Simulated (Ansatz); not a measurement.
**WS2 (Tungstenite): band gap by G0W0 on PBE**

Aim: the quasiparticle gap of WS2 (Tungstenite), starting from PBE.

Calculated with Ansatz 0.2.0; PBE, then G0W0 on it, plane waves, PAW.

The database entry behind the starting cell differs from later determinations by our own check (an axis about 1.4 % long against later determinations), so it need not match the best structure at ambient conditions.

## (1) Starting point

The structure is hexagonal, space group P6_3/mmc (No. 194). Conventional cell: a = 3.180 Å, b = 3.180 Å, c = 12.500 Å, α = 90.00°, β = 90.00°, γ = 120.00°. W has 6 S at 2.41 Å nearest. Nearest to S lie 3 W at 2.41 Å. Farther neighbours and most contacts between anions are not listed.

The cell and positions come from the Crystallography Open Database and are kept as given unless a step says otherwise. Spin-orbit coupling is left out unless a step names it. The default PAW set here is soft_2. Its files were made with PBE.

## (2) Bands along the symmetry lines

Levels along a band path and on the mesh show where this functional puts the band edges.

This step: DFT, PBE, plane waves, PAW.

Input file input.yaml:

```yaml
crystal:
  lattice:
    - [3.18, 0.0, 0.0]
    - [-1.59, 2.753960784, 0.0]
    - [0.0, 0.0, 12.5]
  atoms:
    - { symbol: W, position: [0.3333333333, 0.6666666667, 0.25] }
    - { symbol: W, position: [0.6666666667, 0.3333333333, 0.75] }
    - { symbol: S, position: [0.3333333333, 0.6666666667, 0.625] }
    - { symbol: S, position: [0.6666666667, 0.3333333333, 0.125] }
    - { symbol: S, position: [0.3333333333, 0.6666666667, 0.875] }
    - { symbol: S, position: [0.6666666667, 0.3333333333, 0.375] }
kpoints:
  mp_grid: { grid: [12, 12, 2] }
  band_path:
    path:
      - [[0.0, 0.0, 0.0], [0.5, 0.0, 0.0], [0.33333333, 0.33333333, 0.0], [0.0, 0.0, 0.0], [0.0, 0.0, 0.5], [0.5, 0.0, 0.5], [0.33333333, 0.33333333, 0.5], [0.0, 0.0, 0.5]]
      - [[0.5, 0.0, 0.5], [0.5, 0.0, 0.0]]
      - [[0.33333333, 0.33333333, 0.5], [0.33333333, 0.33333333, 0.0]]
    npoints: 10
hamiltonian:
  xc: pbe
scf:
  occupations: { method: fermi_dirac, width: 0.02 }
  n_extra_bands: 6
output:
  eigenvalues: true
  forces: true
  stress: true
  write_density: true
  write_potential: true
  elf: true
  volumetric_format: npy
```

On the command line:

```bash
> ansatz run input.yaml --threads 3 --pin off --max-ram 64512MiB --backend cuda --events-out ev --progress --plain --runs-dir out --devices 1 --max-vram 24GiB  # rebuilt from the run's record
```

Numbers of over 12 decimals in the logs are rounded to 6 here.

What it wrote:

```text
scf.n_extra_bands = 6 over 26 filled bands (N_el = 52.0): the run solves 32 bands
GPUs: using 1 of 1 available (devices: 1).
Engine: ansatz 0.2.0, x86_64-unknown-linux-gnu
Pseudopotentials: kind: paw
Pseudopotential: W, paw, valence charge 14, recommended cutoff 420 eV (normal), W.paw.azcp
Pseudopotential: S, paw, valence charge 6, recommended cutoff 420 eV (normal), S.paw.azcp
Functional definition: PBE
  parameter kappa = 0.804
  parameter beta = 0.066725
  exchange = pbe_x(kappa = kappa, mu = beta*pi^2/3)
  correlation = pbe_c(beta = beta)
device memory: the entry about to start is reckoned to put 2.7 GiB on a device that reports 65.2 GiB free (of which the cap on the GPU budget leaves the run 24.0 GiB)
GPU FFT provider: cuFFT
GPU libraries: cuBLAS 13.8.2, cuFFT 12.4.0, cuSOLVER 12.3.4
Crystal: 6 atoms, lattice volume = 109.470 Å³
Basis set: ecut = 420 eV, 2129 PW (Γ), exchange–correlation on 48×48×180 points (8 copies of the dense FFT grid, shifted against one another)
Bands: 32, of which v1, the nominal top of the filled ones, is band 26 counted from 1 (25 counted from 0)
Symmetry: 24 space group operations
Space group: P63/mmc (ITA 194), of the structure as read, at distance tolerance 4.8e-5 Å
k-points: 38 of 288
Non-local potential: W, projectors of the file, l = 0: 3, l = 1: 2, l = 2: 2, l = 3: 1
Non-local potential: S, projectors of the file, l = 0: 2, l = 1: 2, l = 2: 2
PAW form: soft (Blöchl's): semilocal exchange-correlation on the pseudo side does not see the compensation charge
PAW one-centre angular grid: W, 590 points (default); XC on 64 Gauss nodes
PAW one-centre angular grid: S, 110 points (default); XC on 64 Gauss nodes
Initial density: superposition of atomic densities (neutral atoms: chi_scale 0, normalization atom), corrected by the library's trained network
Initial wavefunctions: pseudopotential atomic-orbital guess
GPU buffer pool allocated for 51840 grid points (all kernels)
GPU transforms: local potential and band sums: pruned to the plane-wave sphere, on 24×24×90
Functional: x = pbe(κ = 0.804, μ = 0.219515), c = pbe(β = 0.066725)
SCF iter   1: F=—  HF=-24382.790659 eV  |F-HF|=—  |Δ(HF+E_count)|=         —  Δρ=5.08e-3  dr2=1.58e-2  ethr=1.77e-3  ⟨swp⟩=6.8  Hψ=5856  notcnv=0
preconditioner: auto → Resta (q_TF=auto, 2.410 Å⁻¹)  ε∞=7.5  [insulator: Δε(μ)=1.041 eV  Ē_g=8.375 eV  σ=0.020 eV  W_gap=1.00  n_scr=26 (ndim 8)  ℏωp=21.3 eV  f_vac=0.025  D(μ)=0.00/eV (n_scr^D=0)  ε∞_Penn≈7.5]
SCF iter   2: F=—  HF=-24382.795210 eV  |F-HF|=—  |Δ(HF+E_count)|=   4.55e-3  Δρ=2.71e-3  dr2=2.08e-3  ethr=3.05e-5  ⟨swp⟩=2.7  Hψ=2146  notcnv=0  defer=19
SCF iter   3: F=—  HF=-24382.799007 eV  |F-HF|=—  |Δ(HF+E_count)|=   3.80e-3  Δρ=1.18e-3  dr2=4.41e-4  ethr=3.99e-6  ⟨swp⟩=2.0  Hψ=1903  notcnv=0  defer=19
SCF iter   4: F=—  HF=-24382.799968 eV  |F-HF|=—  |Δ(HF+E_count)|=   9.61e-4  Δρ=6.46e-5  dr2=5.57e-6  ethr=8.48e-7  ⟨swp⟩=2.0  Hψ=1957  notcnv=0  defer=19
SCF iter   5: F=—  HF=-24382.800044 eV  |F-HF|=—  |Δ(HF+E_count)|=   7.58e-5  Δρ=1.40e-5  dr2=2.54e-7  ethr=1.07e-8  ⟨swp⟩=2.0  Hψ=1981  notcnv=0  defer=19
SCF iter   6: F=-24382.800044 eV  HF=-24382.800044 eV  |F-HF|=1.36e-8  |Δ(HF+E_count)|=   4.29e-8  Δρ=4.91e-6  dr2=3.31e-8  ethr=1.92e-10  ⟨swp⟩=11.9  Hψ=9269  notcnv=0
SCF 1 converged in 6 iterations: F = -24382.800044 eV  dr2 = 3.31e-8
  greatest PAW one-centre occupation: 1.000 electrons in one spin orbital (limit 2), on the W atom at site 0 (counted from 0), in its partial waves of l = 0
device memory: the entry about to start is reckoned to put 4.1 GiB on a device that reports 65.2 GiB free (of which the cap on the GPU budget leaves the run 24.0 GiB)
NSCF: frozen V_eff on 93 k-points, pencils in batches of 32, up to order 144
SCF converged after 6 iterations
Free energy (F): -24382.800044 eV
Harris-Foulkes:  -24382.800044 eV  (|F-HF|=1.36e-8)
Internal energy: -24382.800044 eV  (E = F + TS)
E sigma→0 (E₀):  -24382.800044 eV
Fermi energy:    11.770600 eV
--- Per-component energies (eV) ---
  E_band       = -396.017835
  E_kinetic    = 1332.608774
  E_local      = -3640.450060  (includes V_loc(G=0)·N_el)
  E_nonlocal   = 114.706262
  E_hartree    = 1448.734663
  E_xc         = -924.382899
  E_vxc        = -830.174023  (∫ρ·V_xc dr)
  E_paw        = -19526.253548  (= ΣΔE_a)
  E_vpaw       = -270.179692  (= ΣTr[D̂ρ^β])
  E_aug_tail   = -0.000119  (compensation charges beyond the density's cutoff)
  E_ewald      = -3187.763116
  E_smearing   = -0.000000  (= −TS)
  E_closure    = -0.000000  (closes the sum)
  Σ components = -24382.800044   (vs F -24382.800044, Δ=0.00e0)
--- Forces (eV/Å), atoms counted from 1 ---
  atom   1  W      0.00000000     0.00000000     0.00000000
  atom   2  W      0.00000000    -0.00000000    -0.00000000
  atom   3  S     -0.00000000     0.00000000    -0.12938496
  atom   4  S     -0.00000000    -0.00000000    -0.12938496
  atom   5  S     -0.00000000     0.00000000     0.12938496
  atom   6  S     -0.00000000    -0.00000000     0.12938496
  max |Σ_I F_I| component: 6.94e-18 eV/Å
--- Stress (GPa, compression-positive) ---
        1.662283      -0.000000      -0.000000
        0.000000       1.662283      -0.000000
       -0.000000      -0.000000       3.507954
  P = ⅓ Tr σ = 2.2775 GPa (22.775 kbar)
--- Band table (eV; the first three rows and the last of 38) ---
  k-point 0: bands = [... 22 lower, 8.9992, 9.6947, 10.1737, 11.2656, 13.5107, 13.5107, 13.5185, 13.5185, ... 2 higher]
  k-point 1: bands = [... 22 lower, 8.9779, 8.9779, 10.9618, 10.9618, 13.5075, 13.5075, 13.5075, 13.5075, ... 2 higher]
  k-point 2: bands = [... 22 lower, 9.0316, 9.8655, 10.1766, 11.0492, 13.4090, 13.4104, 13.4680, 13.4953, ... 2 higher]
  k-point 37: bands = [... 22 lower, 8.2313, 8.2313, 10.6058, 10.6058, 12.4366, 12.4366, 13.9181, 13.9181, ... 2 higher]
```

Run time: 4.5 s. Hardware: 1 × NVIDIA H100 80GB HBM3 (shared by 3 runs) with 3 threads of AMD EPYC 7R13 (Zen 3), shared host; peak memory 1 GiB.

The column dr2 measures how far the density is from self-consistency, as an energy; F and HF (Harris–Foulkes) agree once it is small.

This step gave:

```
pressure             : 2.278 GPa
filled bands         : 26
gap                  : 1.046 eV
valence top at       : Γ
conduction bottom at : k = (0.167, 0.167, 0.000)
least direct gap     : 1.739 eV
```

Over mesh and path the gap is 1.046 eV, from k = Γ to k = (0.167, 0.167, 0.000). The least direct gap found is 1.739 eV, at k = (0.333, 0.333, 0.000).

Electronic bands along the path, in eV, zero at the top of the highest nominally filled band:

```tsv
point	band 23	band 24	band 25	band 26	band 27	band 28	band 29	band 30
Γ	-2.27	-1.57	-1.09	0.00	2.25	2.25	2.25	2.25
halfway	-2.57	-1.87	-1.56	-1.44	1.39	1.83	2.01	2.27
M	-2.02	-1.85	-1.67	-1.51	2.20	2.24	2.56	2.77
halfway	-2.92	-2.60	-1.20	-0.99	1.85	1.93	2.78	2.83
K	-2.91	-2.91	-0.74	-0.57	1.17	1.17	2.19	3.26
halfway	-2.10	-1.83	-1.53	-1.49	1.05	1.79	2.03	2.16
Γ	-2.27	-1.57	-1.09	0.00	2.25	2.25	2.25	2.25
halfway	-2.27	-2.08	-0.70	-0.07	2.24	2.24	2.25	2.25
A	-2.29	-2.29	-0.30	-0.30	2.24	2.24	2.24	2.24
halfway	-2.30	-2.30	-1.47	-1.47	1.77	1.77	1.91	1.91
L	-1.94	-1.94	-1.58	-1.58	2.22	2.22	2.68	2.68
halfway	-2.81	-2.81	-1.09	-1.09	1.89	1.89	2.82	2.82
H	-3.03	-3.03	-0.66	-0.66	1.17	1.17	2.65	2.65
halfway	-2.01	-2.01	-1.51	-1.51	1.40	1.40	2.15	2.15
A	-2.29	-2.29	-0.30	-0.30	2.24	2.24	2.24	2.24
jump to L	-1.94	-1.94	-1.58	-1.58	2.22	2.22	2.68	2.68
halfway	-1.99	-1.88	-1.64	-1.52	2.20	2.23	2.60	2.75
M	-2.02	-1.85	-1.67	-1.51	2.20	2.24	2.56	2.77
jump to H	-3.03	-3.03	-0.66	-0.66	1.17	1.17	2.65	2.65
halfway	-2.96	-2.96	-0.71	-0.60	1.17	1.17	2.32	3.06
K	-2.91	-2.91	-0.74	-0.57	1.17	1.17	2.19	3.26
```

Electrostatic potential energy in the ac plane at fractional y = 0.333, with atoms of W and S within 0.2 Å of it. With pseudopotentials it is smooth inside the atoms' cores, unlike the true potential.

Ten even steps from '0' (-38 eV) to '9' (16 eV), each cell a mean:
```
9999999999999999
9999999999999999
8877788999999999
8888888888778888
8888887642112357
7889875200000014
7899886300000025
8888888765444578
8877788999999998
8888889999999999
9999999999999999
9999999999999999
9999999999999999
9999999865444678
8999997522332137
8999988532222247
8777788877666788
7655567888999888
7666677888888888
8888888764434578
8999987422332137
8999998632222257
9999999987667889
9999999999999999
```
Columns run along a (3.2 Å; values clipped at the 3rd and 97th percentile), rows up along c (12.5 Å). Atoms in or near the plane, at fractional coordinates: W at (0.67, 0.75), S at (0.67, 0.12), S at (0.67, 0.38).

Valence density in the ac plane at fractional y = 0.333, with atoms of W and S within 0.2 Å of it. It is the smooth field of the valence electrons, not physical close to the nuclei.

Values in e/Å³, 24 rows by 16 columns, each cell a mean:
```
0.1 0.1 0.1 0.1 0.1 0.1 0.1 0.0 0.0 0.0 0.0 0.0 0.0 0.0 0.0 0.1
0.2 0.2 0.3 0.3 0.3 0.2 0.2 0.1 0.1 0.1 0.1 0.1 0.1 0.1 0.1 0.1
0.4 0.5 0.5 0.5 0.5 0.4 0.3 0.2 0.2 0.1 0.1 0.1 0.1 0.2 0.2 0.3
0.4 0.5 0.5 0.5 0.5 0.5 0.4 0.4 0.4 0.4 0.4 0.4 0.4 0.4 0.4 0.4
0.4 0.4 0.4 0.4 0.4 0.4 0.5 0.8 1.4 2.2 2.8 2.9 2.4 1.7 0.9 0.5
0.5 0.3 0.3 0.3 0.3 0.4 0.8 2.1 4.0 5.1 4.8 4.7 5.2 4.5 2.7 1.1
0.4 0.3 0.3 0.3 0.3 0.4 0.7 1.6 3.1 4.4 4.7 4.7 4.6 3.6 2.0 0.9
0.4 0.4 0.4 0.4 0.4 0.4 0.4 0.5 0.8 1.1 1.4 1.5 1.2 0.9 0.6 0.4
0.4 0.5 0.6 0.6 0.5 0.5 0.4 0.3 0.3 0.2 0.2 0.2 0.2 0.3 0.3 0.4
0.3 0.4 0.4 0.5 0.4 0.4 0.3 0.2 0.1 0.1 0.1 0.1 0.1 0.1 0.2 0.2
0.1 0.2 0.2 0.2 0.2 0.1 0.1 0.1 0.1 0.0 0.0 0.0 0.0 0.1 0.1 0.1
0.0 0.0 0.0 0.1 0.0 0.0 0.0 0.0 0.0 0.0 0.1 0.1 0.1 0.0 0.0 0.0
0.1 0.0 0.0 0.0 0.0 0.1 0.1 0.1 0.2 0.2 0.3 0.3 0.3 0.2 0.1 0.1
0.2 0.1 0.1 0.1 0.1 0.2 0.3 0.5 0.7 0.9 1.0 1.0 1.0 0.8 0.6 0.3
0.4 0.2 0.1 0.1 0.2 0.3 0.6 0.9 1.1 0.9 0.6 0.5 0.8 1.1 1.0 0.7
0.4 0.3 0.2 0.2 0.3 0.4 0.6 0.9 1.1 1.0 0.8 0.7 1.0 1.1 1.0 0.7
0.4 0.4 0.4 0.4 0.4 0.4 0.5 0.5 0.6 0.7 0.7 0.7 0.7 0.7 0.6 0.5
0.5 0.7 0.8 0.9 0.8 0.6 0.4 0.4 0.3 0.3 0.3 0.3 0.3 0.3 0.3 0.4
0.4 0.6 0.7 0.7 0.6 0.5 0.4 0.4 0.4 0.4 0.4 0.4 0.4 0.4 0.4 0.4
0.4 0.3 0.3 0.3 0.3 0.4 0.5 0.7 0.9 0.9 0.9 0.9 1.0 0.9 0.7 0.6
0.4 0.3 0.2 0.2 0.2 0.4 0.6 0.9 1.1 0.9 0.5 0.4 0.8 1.1 1.0 0.7
0.3 0.2 0.1 0.1 0.1 0.3 0.5 0.8 1.0 1.0 0.9 0.9 1.0 1.1 0.9 0.6
0.1 0.1 0.1 0.0 0.1 0.1 0.2 0.3 0.5 0.6 0.7 0.7 0.7 0.5 0.4 0.2
0.0 0.0 0.0 0.0 0.0 0.0 0.1 0.1 0.1 0.1 0.1 0.1 0.1 0.1 0.1 0.1
```
Columns run along a (3.2 Å), rows up along c (12.5 Å). Atoms in or near the plane, at fractional coordinates: W at (0.67, 0.75), S at (0.67, 0.12), S at (0.67, 0.38).

(Part 1 of 2 ends here.)

[Paths, hosts, dates, memory and timing lines, banners, echoed tables and standing remarks are left out of the program output.]

[Logs are printed without paths, hosts, clocks, repeated set-up lines and the standing remarks that a program may print on its own settings, such as how far it seeks lower states.]

[Runs of the session that timed out or met a known fault of the program may be left out.]

[Cells called generated may have been cut or substituted from an entry of the Crystallography Open Database or the Materials Project.]

[Hosts, paths, dates, database ids (printed as entryN), source tags and the programs' standing remarks are cut or masked in the printed files.]

[Where an RPA ε∞ is given, it is that of the G0W0 mesh and is not shown converged in it. Names of k-points follow the symmetry that the program found, which can be lower than the space group named. Band edges on a path are those of the sampled points; other points can move an edge, and change direct to indirect where valleys lie close.]

[Hybrid gaps are those of their k-mesh and are not shown converged in it.]
